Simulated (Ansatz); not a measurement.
# B_N in AlN (F-43m): charge-transition levels and formation energies, part 2 of 2

Aim: at which Fermi levels does B_N in AlN (F-43m) change its charge? The model is a cell of 54 host atoms with 1 N taken out and 1 B put in.

Ansatz; place-levels on r2SCAN runs: charge-transition levels and formation energies with image-charge correction and potential alignment at the atomic sites; PAW set soft_1.

So far: The starting structure; What was run first; Placing the levels, r2SCAN.

## 3. Placing the levels, r2SCAN (continued)

Levels between the charges placed, in eV above the valence top:

```tsv
	gap (eV)	(+1/0)	(0/−1)	(−1/−2)
r2SCAN	3.92	1.66	2.49	3.52
```

Corrections by state:

```tsv
charge	moment (μB)	image terms and alignment (eV)	band filling (eV)	ε used	over the lowest of its charge, as the program ranks them, band filling apart (eV)
+1	3.0	0.269	-	8.51	0.000
0	2.0	0.000	-	-	0.000
−1	1.0	0.281	-	8.51	0.000
−2	0.0	1.124	-	8.51	0.000
+1	1.0	0.266	-	8.51	0.295
0	0.0	0.000	-	-	0.656
```

The charged structures listed were also run neutral, and place-levels reads from each pair, by the potential or the spins, how wide the charge is by which they differ; that can be the carrier of either run.

```tsv
charge	rms radius (Å)	spread where it is widest against the cell (Å)	wide from (Å)	reading
+1	0.8	0.46	1.31	narrow
−1	2.0	1.16	1.31	narrow
−2	1.7	1.00	1.31	narrow
```

The neutral runs of these pairs need not share the spin of the lowest neutral state, and very wide values only mean spread over the cell.

From the program's caveats on the states, each cut to its opening words:

- charge +1 (3 μB): its alignment with the host at atomic sites is doubtful: the mean over the far sites moves by -0.0676 eV from their farther parts to their nearer, more than [...]
- charge +1 (3 μB), 0 (2 μB), −1 (1 μB), +1 (1 μB): flagged: stability check not made
- charge 0 (2 μB): its alignment with the host at atomic sites is doubtful: the mean over the far sites moves by +0.0762 eV from their farther parts to their nearer, more than [...]
- charge −1 (1 μB): its alignment with the host at atomic sites is doubtful: the mean over the far sites moves by +0.2109 eV from their farther parts to their nearer, more than [...]
- charge −2: it parts from the run that its charge is read beside by 2 carriers, of which the mean alone is read, by its potential at epsilon 4.64, taken for that of held [...]
- charge −2: its alignment with the host at atomic sites is doubtful: the mean over the far sites moves by +0.3349 eV from their farther parts to their nearer, more than [...]
- charge +1 (1 μB): its alignment with the host at atomic sites is doubtful: the mean over the far sites moves by -0.0675 eV from their farther parts to their nearer, more than [...]
- charge 0: its alignment with the host at atomic sites is doubtful: the mean over the far sites moves by +0.0655 eV from their farther parts to their nearer, more than [...]

The host's formation energy from the elements is -1.603 eV per atom; it sets how far the chemical potentials can move.

Limit set by the element alone; other compounds of these elements are not counted. Chemical potentials from the elements' reference states: Al 0.00 eV, N -3.21 eV, B 0.00 eV. Formation energies (Al-rich), with the Fermi level at the valence top and at the conduction bottom (gap 3.92 eV):

```tsv
charge	at valence top (eV)	at conduction bottom (eV)	correction included (eV)
+1	2.72	6.64	0.27
0	4.38	4.38	0.00
−1	6.87	2.96	0.28
−2	10.39	2.56	1.12
```

```tsv
Fermi level (eV)	lowest formation energy (eV)
0.00	2.72
0.36	3.07
0.71	3.43
1.07	3.79
1.42	4.14
1.78	4.38
2.14	4.38
2.49	4.38
2.85	4.02
3.21	3.67
3.56	3.27
3.92	2.56
```

Limit set by the element alone; other compounds of these elements are not counted. Chemical potentials from the elements' reference states: N 0.00 eV, Al -3.21 eV, B 0.00 eV. Formation energy by charge state (N-rich; gap 3.92 eV):

```tsv
charge	at valence top (eV)	at conduction bottom (eV)	correction included (eV)
+1	5.92	9.84	0.27
0	7.59	7.59	0.00
−1	10.08	6.16	0.28
−2	13.60	5.76	1.12
```

```
Fermi level (eV)  lowest formation energy (eV)
            0.00                          5.92
            0.36                          6.28
            0.71                          6.64
            1.07                          6.99
            1.42                          7.35
            1.78                          7.59
            2.14                          7.59
            2.49                          7.59
            2.85                          7.23
            3.21                          6.87
            3.56                          6.47
            3.92                          5.76
```

## 4. Effect of the sampling

The relaxations' own energies give the levels at their sampling, for comparison.

The input, levels.relax_mesh.yaml:

```yaml
host:
  run: host.relax.run
states: [qm2.relax.run, qm1_M1.relax.run, q0.relax.run, q0_M2.relax.run, qp1_M1.relax.run, qp1_M3.relax.run]
chemical_potentials:
  "N":
    energy: -384.814403
    dataset: "<sha256 of the dataset>"
  B:
    energy: -156.554104
    dataset: <sha256 of the dataset>
```

Started as:

```
> ansatz place-levels levels.relax_mesh.yaml -- --threads 4 --pin off --max-ram 7536MiB
```

What it wrote:

```text
(+1/0) 1.645 eV above the valence edge, 2.225 eV under the conduction edge
(0/-1) 2.714 eV above the valence edge, 1.156 eV under the conduction edge
(-1/-2) 3.681 eV above the valence edge, 0.189 eV under the conduction edge
formation energy of charge +1: +5.656 eV with the Fermi level at the valence edge
formation energy of charge 0: +7.301 eV with the Fermi level at the valence edge
formation energy of charge -1: +10.015 eV with the Fermi level at the valence edge
formation energy of charge -2: +13.696 eV with the Fermi level at the valence edge
  edges by r2scan, gap 3.870 eV; the host is sampled to repeats of 9.27 Å
[... the lines on each state left out ...]
```

Run time: 0.2 s. Hardware: 4 threads of Arm Neoverse V1, shared host.

Levels between neighbouring charges, in eV above the valence top:

```tsv
	gap (eV)	(+1/0)	(0/−1)	(−1/−2)
one point at (¼, ¼, ¼)	3.87	1.64	2.71	3.68
a 2×2×2 shifted mesh	3.92	1.66	2.49	3.52
```

Going from one point at (¼, ¼, ¼) to a 2×2×2 shifted mesh moves the levels that carry no band-filling term by up to 0.22 eV and formation energies against the elements by up to 0.29 eV.

## 5. What came out

```
gap of the host                                                          : 3.92 eV (r2SCAN)
level (plus 1/0)                                                         : 1.66 eV above the valence top
level (0/minus 1)                                                        : 2.49 eV above the valence top
level (minus 1/minus 2)                                                  : 3.52 eV above the valence top
lowest of the charges placed, just above the valence top (0.02 eV)       : +1
lowest of the charges placed, just below the conduction bottom (0.02 eV) : −2
lowest formation energy at mid-gap of the charges run, Al-rich           : 4.38 eV
lowest formation energy at mid-gap of the charges run, N-rich            : 7.59 eV
```

Of the charges placed (−2, −1, 0 and +1), the lowest changes at 1.66 eV (+1/0), 2.49 eV (0/−1) and 3.52 eV (−1/−2) above the valence top, in a gap of 3.92 eV. (−1/−2) lies nearer to a band edge than the share of the finite-size correction in it (0.84 eV), and that correction holds for a localised charge alone. Charges above +1 and below −2 were not placed, so these runs say nothing of levels that involve them. States placed: +1 at 3 μB and 1 μB; 0 at 2 μB and 0 μB; −1 at 1 μB; −2 at 0 μB. Other spin states or structures, where not listed, weren't placed. B is taken at its element; compounds, which aren't counted here, bound the chemical potentials and would shift these formation energies. Going from one point at (¼, ¼, ¼) to a 2×2×2 shifted mesh moves the levels that carry no band-filling term by up to 0.22 eV and formation energies against the elements by up to 0.29 eV. The program doubts the alignment of potentials for at least one state, a sign that the cell is small. What this leaves open: r2SCAN makes the gap too small and tends to spread out bound carriers; where a gas molecule sets a chemical potential or the host's formation energy, its binding is uncorrected; force components of up to 0.24 eV/Å remain in a run at the final settings.

[Logs are printed without paths, hosts, clocks, repeated set-up lines and the standing remarks that a program may print on its own settings, such as how far it seeks lower states.]

[Hosts, paths, dates, database ids (printed as entryN), source tags and the programs' standing remarks are cut or masked in the printed files.]

[Where a table of states has a column of steps, it counts the stored structures, which are thinned; the runs took as many ionic steps or more.]

[A defect's name tells the site on which it was built; relaxed atoms can leave that site.]

[For some hosts the program warned that the k-mesh of the response run may be too coarse for force constants and the static dielectric constant; such warnings are not shown here.]
